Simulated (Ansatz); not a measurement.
# Cd3Cu: relaxing a made-up structure

Starting from a made-up structure for Cd3Cu, the aim is the relaxed cell, its shortest contacts and, where a second run follows, its electronic structure.

Main program and level: Ansatz 0.2.0; DFT, PBE, plane-wave PAW, default files, scalar-relativistic, ferromagnetic start, cell and ions relaxed at zero pressure, in the first sound run; inputs show where later runs differ.

## Step 1: The structure

It takes space group I4/mmm (No. 139, tetragonal). The conventional cell has a = 4.358 Å, b = 4.358 Å, c = 8.241 Å, α = 90.00°, β = 90.00°, γ = 90.00°. Nearest to Cd lie 8 Cd at 3.00 Å and 4 Cu at 3.08 Å. Nearest to Cd lie 4 Cu at 3.00 Å and 8 Cd at 3.00 to 3.08 Å. Nearest to Cu lie 12 Cd at 3.00 to 3.08 Å. Farther neighbours are not listed.

## Step 2: Relaxation of the guess

The guessed cell has no reason to be at equilibrium. It is relaxed with the atoms, within the space group of the guess.

input.yaml

```yaml
crystal:
  lattice:
    - [-2.179, 2.179, 4.1205]
    - [2.179, -2.179, 4.1205]
    - [2.179, 2.179, -4.1205]
  atoms:
    - { symbol: Cd, position: [0.5, 0.5, 0.0] }
    - { symbol: Cd, position: [0.25, 0.75, 0.5] }
    - { symbol: Cd, position: [0.75, 0.25, 0.5] }
    - { symbol: Cu, position: [0.0, 0.0, 0.0], spin: 0.6 }
magnetization:
  spin_polarized: true
kpoints:
  mp_grid: { grid: [9, 9, 9] }
scf:
  occupations: { method: fermi_dirac, width: 0.05 }
hamiltonian:
  xc: pbe
  pseudopotentials: { kind: paw }
relax:
  f_tol: 0.015
  max_steps: 70
  cell: {}
output:
  forces: true
  stress: true
```

Launch:

```sh
> ansatz run input.yaml --threads 4 --pin off --max-ram 8192MiB --backend cpu --events-out ev --progress --plain --runs-dir out
```

Numbers of over 12 decimals in the logs are rounded to 6 here.

Output:

```text
Engine: ansatz 0.2.0, aarch64-unknown-linux-gnu
Pseudopotentials: kind: paw
Pseudopotential: Cd, paw, valence charge 20, recommended cutoff 420 eV (normal), Cd.paw.azcp
Pseudopotential: Cu, paw, valence charge 19, recommended cutoff 420 eV (normal), Cu.paw.azcp
Functional definition: PBE
  parameter kappa = 0.804
  parameter beta = 0.066725
  exchange = pbe_x(kappa = kappa, mu = beta*pi^2/3)
  correlation = pbe_c(beta = beta)
Crystal: 4 atoms, lattice volume = 78.257 Å³
Basis set: ecut = 420 eV, 1541 PW (Γ), exchange–correlation on 72×72×72 points (8 copies of the dense FFT grid, shifted against one another)
Bands: 48, of which v1, the nominal top of the filled ones, is band 40 counted from 1 (39 counted from 0)
Symmetry: 16 space group operations
Space group: I4/mmm (ITA 139), of the structure as read, at distance tolerance 4.3e-5 Å
Magnetic group: BNS 139.531 (UNI 1191), of the structure as read, at distance tolerance 4.3e-5 Å
k-points: 75 of 729
Non-local potential: Cd, projectors of the file, l = 0: 3, l = 1: 2, l = 2: 2, l = 3: 1
Non-local potential: Cu, projectors of the file, l = 0: 3, l = 1: 2, l = 2: 3, l = 3: 1
PAW form: soft (Blöchl's): semilocal exchange-correlation on the pseudo side does not see the compensation charge
PAW one-centre angular grid: Cd, 590 points (default); XC on 64 Gauss nodes
PAW one-centre angular grid: Cu, 590 points (default); XC on 64 Gauss nodes
Initial density: superposition of atomic densities (chi_scale 0.1, normalization cell)
Starting moments: Σ|m| = 0.6 μB on 1 of 4 sites
Initial wavefunctions: pseudopotential atomic-orbital guess
Functional: x = pbe(κ = 0.804, μ = 0.219515), c = pbe(β = 0.066725)
SCF iter   1: F=—  HF=-31388.808728 eV  |F-HF|=—  |Δ(HF+E_count)|=         —  Δρ=6.88e-2 (↑6.88e-2 ↓2.59e-2)  dr2=4.92e0  dr2_m=4.04e-1  M=0.115 μB ∫|m|=0.187 μB  β_m=0.30  ethr=3.10e-3  ⟨swp⟩=6.2  Hψ=24119  notcnv=0  defer=14
preconditioner: auto → Kerker (q_TF=auto, 2.733 Å⁻¹)  [metal: Δε(μ)=0.077 eV  Ē_g=11.668 eV  σ=0.050 eV  W_gap=0.36  n_scr=30 (ndim 8)  ℏωp=28.8 eV  f_vac=0.000  D(μ)=1.24/eV (n_scr^D=10)]
spin=Collinear: Kerker preconditioning applied to the charge; magnetization (m = ρ↑ − ρ↓) channel mixes plain (no charge-response kernel on spin).
SCF iter   2: F=—  HF=-31388.385255 eV  |F-HF|=—  |Δ(HF+E_count)|=   4.23e-1  Δρ=3.24e-2 (↑1.92e-2 ↓3.24e-2)  dr2=6.61e-1  dr2_m=3.67e-1  M=0.042 μB ∫|m|=0.074 μB  β_m=0.30  ethr=3.10e-3  ⟨swp⟩=2.1  Hψ=14599  notcnv=0  defer=341
SCF iter   3: F=—  HF=-31388.239113 eV  |F-HF|=—  |Δ(HF+E_count)|=   1.46e-1  Δρ=2.50e-2 (↑2.50e-2 ↓1.24e-2)  dr2=4.55e-1  dr2_m=1.84e-1  M=0.040 μB ∫|m|=0.072 μB  β_m=0.30  ethr=8.37e-4  ⟨swp⟩=2.0  Hψ=11003  notcnv=0  defer=346
SCF iter   4: F=—  HF=-31388.131235 eV  |F-HF|=—  |Δ(HF+E_count)|=   1.08e-1  Δρ=1.32e-2 (↑1.32e-2 ↓1.31e-2)  dr2=3.74e-2  dr2_m=1.09e-1  M=0.025 μB ∫|m|=0.053 μB  β_m=0.30  ethr=5.76e-4  ⟨swp⟩=2.0  Hψ=11752  notcnv=0  defer=346
SCF iter   5: F=—  HF=-31388.157764 eV  |F-HF|=—  |Δ(HF+E_count)|=   2.65e-2  Δρ=1.63e-2 (↑3.04e-3 ↓1.63e-2)  dr2=1.01e-1  dr2_m=6.43e-2  M=0.015 μB ∫|m|=0.038 μB  β_m=0.30  ethr=4.74e-5  ⟨swp⟩=2.0  Hψ=14604  notcnv=0  defer=346
SCF iter   6: F=—  HF=-31388.151707 eV  |F-HF|=—  |Δ(HF+E_count)|=   6.06e-3  Δρ=9.83e-3 (↑4.22e-3 ↓9.83e-3)  dr2=2.17e-2  dr2_m=3.50e-2  M=0.011 μB ∫|m|=0.031 μB  β_m=0.30  ethr=4.74e-5  ⟨swp⟩=2.0  Hψ=9379  notcnv=0  defer=346
SCF iter   7: F=—  HF=-31388.150276 eV  |F-HF|=—  |Δ(HF+E_count)|=   1.43e-3  Δρ=6.11e-3 (↑4.32e-3 ↓6.11e-3)  dr2=3.59e-3  dr2_m=1.93e-2  M=0.008 μB ∫|m|=0.025 μB  β_m=0.30  ethr=2.74e-5  ⟨swp⟩=1.5  Hψ=7113  notcnv=0  defer=346
Mixer restart at iter 7: flushing history
spin-set hold released at iteration 7 (site moments contracting): the magnetisation degrees of freedom join the quasi-Newton model from the next iteration; the mixer history was flushed
SCF iter   8: F=—  HF=-31388.150782 eV  |F-HF|=—  |Δ(HF+E_count)|=   5.06e-4  Δρ=4.11e-3 (↑3.72e-3 ↓4.11e-3)  dr2=8.79e-4  dr2_m=1.09e-2  M=0.006 μB ∫|m|=0.020 μB  β_m=0.65  ethr=4.55e-6  ⟨swp⟩=1.5  Hψ=7598  notcnv=0  defer=346
SCF iter   9: F=—  HF=-31388.153801 eV  |F-HF|=—  |Δ(HF+E_count)|=   3.02e-3  Δρ=2.27e-3 (↑1.49e-3 ↓2.27e-3)  dr2=6.98e-3  dr2_m=1.10e-4  M=-0.000 μB ∫|m|=0.004 μB  β_m=0.49  ethr=1.11e-6  ⟨swp⟩=2.1  Hψ=13694  notcnv=0  defer=346
SCF iter  10: F=—  HF=-31388.152005 eV  |F-HF|=—  |Δ(HF+E_count)|=   1.80e-3  Δρ=5.85e-4 (↑5.85e-4 ↓4.23e-4)  dr2=4.68e-4  dr2_m=5.46e-6  M=-0.001 μB ∫|m|=0.003 μB  β_m=0.71  ethr=1.11e-6  ⟨swp⟩=2.0  Hψ=13834  notcnv=0  defer=346
SCF iter  11: F=—  HF=-31388.151998 eV  |F-HF|=—  |Δ(HF+E_count)|=   7.16e-6  Δρ=2.22e-4 (↑2.22e-4 ↓1.77e-4)  dr2=8.55e-5  dr2_m=4.97e-7  M=-0.000 μB ∫|m|=0.001 μB  β_m=0.80  ethr=5.92e-7  ⟨swp⟩=1.5  Hψ=7678  notcnv=0  defer=346
SCF iter  12: F=—  HF=-31388.151978 eV  |F-HF|=—  |Δ(HF+E_count)|=   2.04e-5  Δρ=4.54e-5 (↑3.68e-5 ↓4.54e-5)  dr2=4.35e-6  dr2_m=3.62e-8  M=-0.000 μB ∫|m|=0.000 μB  β_m=0.90  ethr=1.08e-7  ⟨swp⟩=2.0  Hψ=7796  notcnv=0  defer=346
SCF iter  13: F=—  HF=-31388.151979 eV  |F-HF|=—  |Δ(HF+E_count)|=   8.45e-7  Δρ=1.72e-5 (↑1.38e-5 ↓1.72e-5)  dr2=9.56e-7  dr2_m=8.09e-9  M=-0.000 μB ∫|m|=0.000 μB  β_m=0.95  ethr=5.50e-9  ⟨swp⟩=1.8  Hψ=7310  notcnv=0  defer=346
SCF iter  14: F=—  HF=-31388.151978 eV  |F-HF|=—  |Δ(HF+E_count)|=   1.70e-7  Δρ=4.18e-6 (↑3.25e-6 ↓4.18e-6)  dr2=4.64e-8  dr2_m=3.59e-10  M=0.000 μB ∫|m|=0.000 μB  β_m=0.94  ethr=1.27e-10  ⟨swp⟩=2.4  Hψ=21972  notcnv=0
SCF iter  15: F=—  HF=-31388.151978 eV  |F-HF|=—  |Δ(HF+E_count)|=   9.54e-9  Δρ=1.45e-6 (↑1.21e-6 ↓1.45e-6)  dr2=4.18e-9  dr2_m=3.09e-10  M=0.000 μB ∫|m|=0.000 μB  β_m=0.94  ethr=5.87e-11  ⟨swp⟩=3.0  Hψ=17556  notcnv=0
SCF iter  16: F=-31388.151978 eV  HF=-31388.151978 eV  |F-HF|=1.78e-10  |Δ(HF+E_count)|=  7.46e-10  Δρ=3.53e-7 (↑2.91e-7 ↓3.53e-7)  dr2=4.16e-10  dr2_m=2.24e-11  M=0.000 μB ∫|m|=0.000 μB  ethr=5.29e-12  ⟨swp⟩=2.8  Hψ=14430  notcnv=0
WARN: the starting moments were not kept: the SCF closed with an absolute magnetisation of 7.3e-6 μB, where they sum to 0.6 μB in size (1 site). That is at most 0.1 of that sum. Measured as dr2_m measures the in/out step, that magnetisation stands 1.0e-11 eV from none, at or under the dr2_threshold of 1.0e-7 eV: it is no larger than a step whose dr2_m would equal this threshold. The system may hold no moment; this SC [...]
SCF 1 converged in 16 iterations: F = -31388.151978 eV  dr2 = 4.16e-10
  greatest PAW one-centre occupation: 1.000 electrons in one spin orbital (limit 2), on the Cd atom at site 0 (counted from 0), in its partial waves of l = 0
[...]
relax step   3: F+E_penalty+E_count = -31388.15864459 eV  Δ(F+E_penalty+E_count) = -7.473e-4 eV  max|allowed force component| = 1.626e-19 eV/Å  Δτ_max = 0.0000 Å  P = +0.023 GPa  Ω = 76.724 Å³  energy of the carried Pulay correction = +6.800e-4 eV  (6 SCF iters, dr2 threshold 4.00e-7 eV, accepted)
[...]
relax step   4: F+E_penalty+E_count = -31388.15969247 eV  Δ(F+E_penalty+E_count) = -1.048e-3 eV  max|allowed force component| = 4.337e-19 eV/Å  Δτ_max = 0.0000 Å  P = -0.174 GPa  Ω = 76.973 Å³  energy of the carried Pulay correction = +5.660e-4 eV  (6 SCF iters, dr2 threshold 1.90e-7 eV, accepted)
[...]
relax step   5: F+E_penalty+E_count = -31388.15797916 eV  Δ(F+E_penalty+E_count) = +1.713e-3 eV  max|allowed force component| = 2.277e-18 eV/Å  Δτ_max = 0.0000 Å  P = -0.750 GPa  Ω = 77.743 Å³  energy of the carried Pulay correction = +2.059e-4 eV  (8 SCF iters, dr2 threshold 2.56e-7 eV, rejected (line search))
[...]
relax step   6: F+E_penalty+E_count = -31388.16084936 eV  Δ(F+E_penalty+E_count) = -1.157e-3 eV  max|allowed force component| = 9.758e-19 eV/Å  Δτ_max = 0.0000 Å  P = -0.290 GPa  Ω = 77.129 Å³  energy of the carried Pulay correction = +4.875e-4 eV  (11 SCF iters, accepted)
[...]
relax step   7: F+E_penalty+E_count = -31388.16153185 eV  Δ(F+E_penalty+E_count) = -6.825e-4 eV  max|allowed force component| = 1.084e-18 eV/Å  Δτ_max = 0.0000 Å  P = -0.131 GPa  Ω = 76.923 Å³  energy of the carried Pulay correction = +5.825e-4 eV  (6 SCF iters, dr2 threshold 4.00e-7 eV, accepted)
[...]
relax step   8: F+E_penalty+E_count = -31388.16166440 eV  Δ(F+E_penalty+E_count) = -1.326e-4 eV  max|allowed force component| = 6.505e-19 eV/Å  Δτ_max = 0.0000 Å  P = -0.016 GPa  Ω = 76.778 Å³  energy of the carried Pulay correction = +6.477e-4 eV  (6 SCF iters, dr2 threshold 4.71e-8 eV, accepted)
Initial wavefunctions: pseudopotential atomic-orbital guess (no wavefunctions were taken with the density)
iter 1 solved again at ethr=6.97e-9 eV; its pass at ethr=3.10e-3 eV (dr2=5.50e-6 eV) is discarded
SCF iter   1: F=—  HF=-31388.160796 eV  |F-HF|=—  |Δ(HF+E_count)|=         —  Δρ=1.05e-4 (↑1.05e-4 ↓1.05e-4)  dr2=1.48e-6  dr2_m=2.90e-12  M=0.000 μB ∫|m|=0.000 μB  β_m=0.30  ethr=6.97e-9  ⟨swp⟩=3.8  Hψ=45054  notcnv=0
preconditioner: auto → Kerker (q_TF=auto, 2.741 Å⁻¹)  [metal: Δε(μ)=0.043 eV  Ē_g=12.324 eV  σ=0.050 eV  W_gap=0.21  n_scr=30 (ndim 8)  ℏωp=29.1 eV  f_vac=0.000  D(μ)=1.29/eV (n_scr^D=10)]
spin=Collinear: Kerker preconditioning applied to the charge; magnetization (m = ρ↑ − ρ↓) channel mixes plain (no charge-response kernel on spin).
SCF iter   2: F=—  HF=-31388.160864 eV  |F-HF|=—  |Δ(HF+E_count)|=   6.83e-5  Δρ=7.59e-5 (↑7.59e-5 ↓7.59e-5)  dr2=1.23e-6  dr2_m=1.34e-12  M=0.000 μB ∫|m|=0.000 μB  β_m=0.56  ethr=1.88e-9  ⟨swp⟩=2.0  Hψ=7985  notcnv=0
SCF iter   3: F=—  HF=-31388.160921 eV  |F-HF|=—  |Δ(HF+E_count)|=   5.66e-5  Δρ=3.12e-5 (↑3.12e-5 ↓3.12e-5)  dr2=1.87e-7  dr2_m=2.06e-13  M=0.000 μB ∫|m|=0.000 μB  β_m=0.63  ethr=1.55e-9  ⟨swp⟩=2.0  Hψ=8395  notcnv=0
SCF iter   4: F=—  HF=-31388.160932 eV  |F-HF|=—  |Δ(HF+E_count)|=   1.11e-5  Δρ=2.73e-6 (↑2.73e-6 ↓2.73e-6)  dr2=1.33e-8  dr2_m=1.17e-14  M=0.000 μB ∫|m|=0.000 μB  β_m=0.64  ethr=2.37e-10  ⟨swp⟩=2.0  Hψ=13126  notcnv=0
SCF iter   5: F=—  HF=-31388.160932 eV  |F-HF|=—  |Δ(HF+E_count)|=   1.69e-8  Δρ=1.78e-6 (↑1.78e-6 ↓1.77e-6)  dr2=4.39e-9  dr2_m=3.65e-15  M=0.000 μB ∫|m|=0.000 μB  β_m=0.82  ethr=1.69e-11  ⟨swp⟩=2.0  Hψ=8281  notcnv=0
SCF iter   6: F=—  HF=-31388.160932 eV  |F-HF|=—  |Δ(HF+E_count)|=   3.03e-9  Δρ=1.25e-6 (↑1.25e-6 ↓1.25e-6)  dr2=2.75e-9  dr2_m=6.56e-16  M=0.000 μB ∫|m|=0.000 μB  β_m=0.75  ethr=5.56e-12  ⟨swp⟩=2.0  Hψ=7745  notcnv=0
SCF iter   7: F=—  HF=-31388.160932 eV  |F-HF|=—  |Δ(HF+E_count)|=   5.50e-7  Δρ=2.13e-7 (↑2.13e-7 ↓2.12e-7)  dr2=9.90e-11  dr2_m=5.90e-17  M=0.000 μB ∫|m|=0.000 μB  β_m=0.87  ethr=3.48e-12  ⟨swp⟩=2.0  Hψ=8239  notcnv=0
SCF iter   8: F=-31388.160932 eV  HF=-31388.160932 eV  |F-HF|=7.28e-12  |Δ(HF+E_count)|=  6.18e-11  Δρ=3.70e-8 (↑3.70e-8 ↓3.69e-8)  dr2=4.15e-12  dr2_m=2.90e-18  M=0.000 μB ∫|m|=0.000 μB  ethr=1.00e-12  ⟨swp⟩=3.7  Hψ=19954  notcnv=0
the starting moments were not kept: the SCF closed with an absolute magnetisation of 1.3e-9 μB, where they sum to 0.6 μB in size (1 site). That is at most 0.1 of that sum. Measured as dr2_m measures the in/out step, that magnetisation stands 5.0e-19 eV from none, at or under the dr2_threshold of 4.0e-11 eV: it is no larger than a step whose dr2_m would equal this threshold.
SCF 9 converged in 8 iterations: F = -31388.160932 eV  dr2 = 4.15e-12
relax step   9: F+E_penalty+E_count = -31388.16093238 eV  Δ(F+E_penalty+E_count) = +7.320e-4 eV  max|allowed force component| = 1.084e-18 eV/Å  Δτ_max = 0.0000 Å  P = -0.014 GPa  Ω = 76.778 Å³  stress off target by 1.79e-2 GPa  SCF on the basis re-selected at this cell (its energy is not comparable with the rows above)  (8 SCF iters)
basis re-selected at this cell: Δ(F+E_penalty+E_count) = +7.320e-4 eV, ΔP = +0.002 GPa vs the last step (what re-selecting the basis moved, of the pressure what is left beyond the Pulay correction that the steps carried, after the strain that the cell walked since its last selection, with what the two solves' SCF thresholds leave and, on support functions, any second-order correction that the steps lacked; it is no m [...]
SCF converged after 8 iterations
Magnetization: 0.0000 μB (39.5000 up, 39.5000 down)
Absolute magnetization: 0.0000 μB (∫|ρ↑−ρ↓|, with the PAW one-centre terms)
Spin contamination: 0.0000 ħ² per cell (⟨S²⟩ above its minimum at these occupations)
Per-site moments (μB) at R_I (Å): [(-3.577615385950378e-11, 1.236439), (-1.201155984586163e-11, 1.236439), (-1.2011208312071708e-11, 1.236439), (-7.377023025463873e-12, 1.236439)]
Free energy (F): -31388.160932 eV
Harris-Foulkes:  -31388.160932 eV  (|F-HF|=7.28e-12)
Internal energy: -31388.150237 eV  (E = F + TS)
E sigma→0 (E₀):  -31388.155585 eV
Entropy (-TS):   -0.010695 eV (-2.674 meV/atom)
Fermi energy:    14.995907 eV
--- Per-component energies (eV) ---
  E_band       = -1559.012496
  E_kinetic    = 1813.282998
  E_local      = -13070.072897  (includes V_loc(G=0)·N_el)
  E_nonlocal   = 492.488831
  E_hartree    = 6031.415242
  E_xc         = -619.927334
  E_vxc        = -780.766489  (∫ρ·V_xc dr)
  E_paw        = -13914.471537  (= ΣΔE_a)
  E_vpaw       = -2076.775653  (= ΣTr[D̂ρ^β])
  E_aug_tail   = 0.000321  (compensation charges beyond the density's cutoff)
  E_ewald      = -12120.865861
  E_smearing   = -0.010695  (= −TS)
  E_closure    = -0.000000  (closes the sum)
  Σ components = -31388.160932   (vs F -31388.160932, Δ=0.00e0)
--- Forces (eV/Å), atoms counted from 1 ---
  atom   1  Cd     0.00000000    -0.00000000     0.00000000
  atom   2  Cd    -0.00000000     0.00000000     0.00000000
  atom   3  Cd     0.00000000    -0.00000000     0.00000000
  atom   4  Cu    -0.00000000     0.00000000     0.00000000
  max |Σ_I F_I| component: 8.67e-19 eV/Å
--- Stress (GPa, compression-positive) ---
       -0.011822       0.000000       0.000000
        0.000000      -0.011822       0.000000
        0.000000       0.000000      -0.017883
  P = ⅓ Tr σ = -0.0138 GPa (-0.138 kbar)
--- Relaxed structure (8 steps of the walk, 7 accepted, 1 SCFs on fresh bases) ---
  F+E_penalty+E_count = -31388.16093238 eV   max|allowed force component| = 1.084e-18 eV/Å   (the final SCF, on the basis selected at the relaxed cell)
  cell:  # Å, volume = 76.7777 Å³
    - [-2.136657, 2.136657, 4.204413]
    - [2.136657, -2.136657, 4.204413]
    - [2.136657, 2.136657, -4.204413]
  atoms:
    - { symbol: Cd, position: [0.500000, 0.500000, 0] }
    - { symbol: Cd, position: [0.25, 0.750000, 0.500000] }
    - { symbol: Cd, position: [0.750000, 0.25, 0.500000] }
    - { symbol: Cu, position: [0, 0, 0] }
```

Elapsed: 50 s, on 4 threads of Arm Neoverse V2, shared host; peak memory 0.68 GiB.

Relaxation path:

```csv
step,energy less that of the first step (eV),largest force component (eV/Å),pressure (GPa),volume (Å³)
1,0.0000,0.0000,-1.11,78.26
2,-0.0059,0.0000,0.39,76.27
3,-0.0067,0.0000,0.02,76.72
4,-0.0077,0.0000,-0.17,76.97
5,-0.0060,0.0000,-0.75,77.74
6,-0.0089,0.0000,-0.29,77.13
7,-0.0096,0.0000,-0.13,76.92
8,-0.0097,0.0000,-0.02,76.78
9*,-0.0090,0.0000,-0.01,76.78
```

Relaxation steps marked * repeat the geometry before them on a plane-wave basis chosen anew for their cell, so energy and pressure can jump there. Relaxation step 5 was tried and not accepted.

Forces are held to the 16 operations that the run works with; a distortion that breaks them can't arise in this run.

```csv
"conventional cell, symmetrised",before,after,change
a (Å),4.358,4.273,-1.9 %
b (Å),4.358,4.273,-1.9 %
c (Å),8.241,8.409,+2.0 %
volume (Å³/atom),19.56,19.19,-1.9 %
```

Numbers from this step:

| Quantity | Value |
| --- | --- |
| free energy | -31388.1609 eV |
| energy at zero smearing | -31388.1556 eV |
| smearing term TS | 0.01069 eV |
| Fermi energy | 15.00 eV |
| electrons | 79 |
| symmetry operations | 16 |
| pressure | -0.01384 GPa |

The shortest distance of each pair, which need not be the same contact before and after:

```csv
pair,guess (Å),relaxed (Å)
Cd–Cd,2.999,2.997
Cd–Cu,2.999,2.997
Cu–Cu,4.358,4.273
```

The relaxation ends with a pressure of -0.01 GPa. The starting moments have collapsed: the run ends non-magnetic.

(Part 1 of 2 ends here.)

[Logs are printed without paths, hosts, clocks, repeated set-up lines and the standing remarks that a program may print on its own settings, such as how far it seeks lower states.]

[Hosts, paths, dates, database ids (printed as entryN), source tags and the programs' standing remarks are cut or masked in the printed files.]
